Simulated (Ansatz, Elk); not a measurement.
# Zn2CoS2O: X-ray structure factors from the self-consistent density, part 2 of 2

The structure of Zn2CoS2O used here is made up (a known structure type with other elements) and was relaxed beforehand with PBEsol. The aim is the Fourier transform of its all-electron density, F(hkl), set beside the sum over free spherical atoms that refinements use.

Elk 11.2.3 (patched build); all-electron DFT.

So far: The starting structure; Ground state and structure factors; The magnetisation density; The highest occupied states alone.

The structure was built from a prototype and need not be the compound's stable phase.

## (5) Another functional

Level of this step: DFT, LDA (Perdew-Wang), all-electron APW+lo, Dirac cores, scalar-relativistic bands, static density, ferromagnetic start (Elk).

The difference from free atoms is small, so it is set against the change that LDA (Perdew-Wang) makes.

Input file elk.in:

```
tasks
  0
  195
  196

xctype
  3

spinpol
  .true.

rgkmax
  7.0

gmaxvr
  14.0

lmaxo
  7

lmaxapw
  8

swidth
  0.002

tshift
  .false.

ramdisk
  .false.

hmaxvr
  5.5

maxscl
  120

epspot
  1e-06

reducebf
  0.8

sppath
  './'

avec
  6.75532018831 0.00000000000 -0.00000000000
  -3.37766009415 5.85027889377 0.00000000000
  -0.00000000000 0.00000000000 16.58115503913

atoms
  4
  'Zn.in'
  2
  0.3333333333 0.6666666667 0.6980249138   0.000000 0.000000 0.000000
  0.6666666667 0.3333333333 0.3313109942   0.000000 0.000000 0.000000
  'Co.in'
  1
  -0.0000000000 -0.0000000000 0.9708462912   0.000000 0.000000 -0.115000
  'S.in'
  2
  0.6666666667 0.3333333333 0.5923797375   0.000000 0.000000 0.000000
  -0.0000000000 0.0000000000 0.2255460671   0.000000 0.000000 0.000000
  'O.in'
  1
  0.3333333333 0.6666666667 0.9195919962   0.000000 0.000000 0.000000

ngridk
  6 6 3
```

On the command line:

```bash
$ OMP_NUM_THREADS=4 elk
```

Numbers of over 12 decimals in the logs are rounded to 6 here.

What it wrote:

```text
┌─────────────────────────┐
│ Elk code version 11.2.3 │
└─────────────────────────┘

All units are atomic (Hartree, Bohr, etc.)

┌─────────────────────────────────────────────────┐
│ Ground-state run starting from atomic densities │
└─────────────────────────────────────────────────┘

Lattice vectors :
   6.755320188       0.000000000      -0.000000000
  -3.377660094       5.850278894       0.000000000
  -0.000000000       0.000000000       16.58115504

Reciprocal lattice vectors :
  0.9301091780      0.5369987843       0.000000000
[...]
species : 2 (Co)
[...]
species : 3 (S)
[...]
atom 2                    :   0.9890825046E-01
  species : 4 (O)
   atom 1                    :   0.2367758090
 total in muffin-tins        :    2.802277985
 total moment                :    2.990425616

┌──────────────────────────────┐
│ Self-consistent loop stopped │
└──────────────────────────────┘

Warning : core states of species 1 leak from the muffin-tin :   0.5933644304E-03

Warning : core states of species 2 leak from the muffin-tin :   0.1510423010E-02

Warning : core states of species 3 leak from the muffin-tin :   0.2730890796E-03

Wrote STATE.OUT
[key lines of the parts left out:]
total energy                :     -5848.8756779460
```

Elapsed: 4.4 min, on 4 threads of Arm Neoverse V1, shared host; peak memory 0.27 GiB.

Against the first run R = 0.13 %; the largest change is -0.093 at 033. The moment goes from 3.00 to 2.99 μB.

## (6) A coarser k-mesh

About half the k-points along each axis test the sampling.

Edit elk.in of step 5 so:

```diff
@@ -6,3 +6,3 @@
 xctype
-  3
+  20
 
@@ -70,2 +70,2 @@
 ngridk
-  6 6 3
+  3 3 2
```

On the command line:

```bash
$ OMP_NUM_THREADS=4 elk
```

What it wrote:

```text
┌─────────────────────────┐
│ Elk code version 11.2.3 │
└─────────────────────────┘

All units are atomic (Hartree, Bohr, etc.)

┌─────────────────────────────────────────────────┐
│ Ground-state run starting from atomic densities │
└─────────────────────────────────────────────────┘

Lattice vectors :
   6.755320188       0.000000000      -0.000000000
  -3.377660094       5.850278894       0.000000000
  -0.000000000       0.000000000       16.58115504

Reciprocal lattice vectors :
  0.9301091780      0.5369987843       0.000000000
[...]
species : 2 (Co)
[...]
species : 3 (S)
[...]
atom 2                    :   0.9411759719E-01
  species : 4 (O)
   atom 1                    :   0.2032018563
 total in muffin-tins        :    2.795552028
 total moment                :    2.990368688

┌──────────────────────────────┐
│ Self-consistent loop stopped │
└──────────────────────────────┘

Warning : core states of species 1 leak from the muffin-tin :   0.5704209342E-03

Warning : core states of species 2 leak from the muffin-tin :   0.1443004306E-02

Warning : core states of species 3 leak from the muffin-tin :   0.2767638457E-03

Wrote STATE.OUT
[key lines of the parts left out:]
total energy                :     -5859.3767459492
```

The job ended after 2.8 min (4 threads; peak memory 0.47 GiB; 9.4 min of CPU time).

Against the first run R = 0.03 %; the largest change is -0.027 at 002. The moment goes from 3.00 to 2.99 μB.

## (7) With a Hubbard U

A Hubbard U is put on the d shell, to see how far it moves the factors.

Edit elk.in of step 6 so:

```diff
@@ -70,2 +70,6 @@
 ngridk
-  3 3 2
+  6 6 3
+
+dft+u
+  1 1
+  2 2 0.121273 0.000000
```

On the command line:

```bash
$ OMP_NUM_THREADS=4 elk
```

What it wrote:

```text
┌─────────────────────────┐
│ Elk code version 11.2.3 │
└─────────────────────────┘

All units are atomic (Hartree, Bohr, etc.)

┌─────────────────────────────────────────────────┐
│ Ground-state run starting from atomic densities │
└─────────────────────────────────────────────────┘

Lattice vectors :
   6.755320188       0.000000000      -0.000000000
  -3.377660094       5.850278894       0.000000000
  -0.000000000       0.000000000       16.58115504

Reciprocal lattice vectors :
  0.9301091780      0.5369987843       0.000000000
[...]
species : 3 (S)
[...]
atom 2                    :   0.3876349303E-01
  species : 4 (O)
   atom 1                    :   0.1136011459
 total in muffin-tins        :    2.825058625
 total moment                :    2.999936740

┌──────────────────────────────┐
│ Self-consistent loop stopped │
└──────────────────────────────┘

Warning : core states of species 1 leak from the muffin-tin :   0.5707525379E-03

Warning : core states of species 2 leak from the muffin-tin :   0.1440560650E-02

Warning : core states of species 3 leak from the muffin-tin :   0.2769166488E-03

Warning : forces or DFT+U at lmaxo under 8 : 7

Wrote STATE.OUT
[key lines of the parts left out:]
total energy                :     -5859.3411475802
```

Wall time 11 min (4 threads); peak memory 0.47 GiB; 40 min of CPU time.

Against the first run R = 0.04 %; the largest change is +0.038 at 004. The moment goes from 3.00 to 3.00 μB.

## (8) Settings against the effect

```
              run  R against the first run (%)  R against neutral atoms, low angle (%)  wall time
    PBE, rgkmax 7                         0.00                                    0.70    9.4 min
LDA (Perdew-Wang)                         0.13                                    0.69    4.4 min
     k-mesh 3×3×2                         0.03                                    0.70    2.8 min
            PBE+U                         0.04                                    0.71     11 min
```

## (9) Outcome

| Property | Result |
| --- | --- |
| R against neutral atoms, sin θ/λ < 0.3 Å⁻¹ | 0.70 % |
| R against neutral atoms, 0.3 to 0.71 Å⁻¹ | 0.31 % |

In words: Independent neutral atoms miss the calculated amplitudes by R = 0.70 % below 0.3 Å⁻¹ and 0.31 % from there to 0.71 Å⁻¹; by shells, 0.97 % below 0.15 Å⁻¹ (2 forms), 0.69 % 0.15 to 0.3 (14 forms), 0.38 % 0.3 to 0.45 (29 forms), 0.28 % above 0.45 (104 forms). Bonding, aspherical density and the tables' own atoms all enter these figures, and the runs don't part them. The largest change of an amplitude is -0.64 electrons, at 012. R counts amplitudes alone; phases shift too. The magnetic order is that of the start. No other order was tried here, and an antiferromagnetic one would change or move the magnetic intensity. The window's part falls from 49.0 electrons at the origin to at most 7.01 between 0.45 and 0.71 Å⁻¹, where compact states inside the window still scatter. Below 0.3 Å⁻¹ the changes that finished (LDA (Perdew-Wang), k-mesh 3×3×2 and PBE+U) move F by R = 0.07 % at most, against the 0.70 % that separates it from free atoms. The magnetic factors move by R = 4.4 % (LDA (Perdew-Wang)), 1.4 % (k-mesh 3×3×2) and 6.8 % (PBE+U), so they aren't settled to better than that. The basis has no finished test. Part of the difference isn't bonding: the tables are fits to free atoms and ions calculated by other methods than this functional. Thermal motion, anomalous dispersion and extinction are left out.

[Logs are printed without paths, hosts, clocks, repeated set-up lines and the standing remarks that a program may print on its own settings, such as how far it seeks lower states.]

[Hosts, paths, dates, database ids (printed as entryN), source tags and the programs' standing remarks are cut or masked in the printed files.]
